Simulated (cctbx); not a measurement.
# What is wrong with this refinement?

Cell a = 11.9750 Å, b = 11.9750 Å, c = 11.9750 Å, α = 90.00°, β = 90.00°, γ = 90.00°; space group Fm-3m (no. 225). The compound is Zn16Os7W6.

The data are simulated with cctbx, not measured: synchrotron X-rays, λ = 0.4959 Å, to d = 0.65 Å, 50 % of the full sphere, strongest reflection 20000 counts, noise from counting, a 2 % proportional error and a noise floor of 2 counts (s.d.); no absorption.

An anisotropic refinement with weights 1/σ² prints:

```text
Rint 0.028, 209 unique reflections to 0.65 A
cycle     R1     wR2    GooF  max shift (A)
   1  0.2809  0.5889  42.947   0.01833
   2  0.2669  0.5264  38.390   0.00009
final R1 0.2668 wR2 0.5264 GooF 38.390  parameters 10  data/parameter 20.9
atom        x        y        z      Ueq    occ   su(xyz)  su(Uiso or U11)
Os1    0.00000  0.25000  0.75000  -0.0048  1.000  0.00000  0.0028  NPD
Os2    0.50000  0.00000  0.00000   0.0028  1.000  0.00000  0.0031
W1     0.18962  0.00000  0.00000   0.0017  1.000  0.00061  0.0033  NPD
Zn1    0.11985  0.11985  0.61985  -0.0031  1.000  0.00086  0.0031  NPD
difference map: max 209.55 min -23.50 rms 10.59
Q1    0.1653  0.1653  0.1653   32  214.44  2.44 A from Os1
Q2    0.0000  0.0000  0.5000    4  163.86  0.00 A from Os2
Q3    0.0000  0.0000  0.1789   24  148.31  0.13 A from W1
Q4    0.0000  0.2500  0.2500   24   69.75  0.00 A from Os1
Q5    0.1148  0.1148  0.3852   32   15.91  0.10 A from Zn1
Q6    0.2244  0.2244  0.2756   32   15.82  2.17 A from Zn1
```

**Question.** Can this result stand? If not, what is the likely fault?

Mend it. The fault: an atom left out, Zn at (0.3345, 0.3345, 0.8345). Against the right model at the same level, R1 goes from 0.0057 to 0.2668 and GooF from 0.91 to 38.39, U of Zn1 shrinks from 0.0072 to -0.0031 Å², the top difference peak, 214.4 e/Å³, lies 2.44 Å from Os1 and Os1, W1 and Zn1 go non-positive-definite. Q1 is the missing atom. With scattering power missing, scale and phases suffer, so peaks may also grow on the heavy atoms.

The compound is Zn16Os7W6. The right model at the same level gives:

```text
Rint 0.028, 209 unique reflections to 0.65 A
cycle     R1     wR2    GooF  max shift (A)
   1  0.0070  0.0160   1.178   0.00030
   2  0.0057  0.0123   0.905   0.00000
final R1 0.0057 wR2 0.0123 GooF 0.905  parameters 13  data/parameter 16.1
atom        x        y        z      Ueq    occ   su(xyz)  su(Uiso or U11)
Os1    0.00000  0.25000  0.75000   0.0034  1.000  0.00000  0.0001
Os2    0.50000  0.00000  0.00000   0.0045  1.000  0.00000  0.0001
W1     0.18810  0.00000  0.00000   0.0053  1.000  0.00001  0.0001
Zn1    0.33450  0.33450  0.83450   0.0071  1.000  0.00002  0.0001
Zn2    0.11962  0.11962  0.61962   0.0072  1.000  0.00002  0.0001
difference map: max 0.60 min -1.52 rms 0.16
Q1    0.0265  0.0265  0.0265   32    0.61  1.99 A from W1
Q2    0.0816  0.0816  0.0816   32    0.58  1.74 A from Zn1
Q3    0.0000  0.0884  0.0884   48    0.56  1.60 A from W1
Q4    0.0844  0.0844  0.4156   32    0.46  0.73 A from Zn2
Q5    0.1832  0.1832  0.3168   32    0.46  1.32 A from Zn2
Q6    0.1457  0.1457  0.2390   96    0.45  0.94 A from Zn1
```

Isotropic U is held between 0.0001 and 1 Å² by the program, and listed peak heights are interpolated, so they can pass the grid's maximum.

The model is made up (kin elements in a known structure type, no relaxation), so it says nothing on whether the phase exists.

[Middle refinement cycles are left out of these outputs.]

[Logs are printed without paths, hosts, clocks, repeated set-up lines and the standing remarks that a program may print on its own settings, such as how far it seeks lower states.]
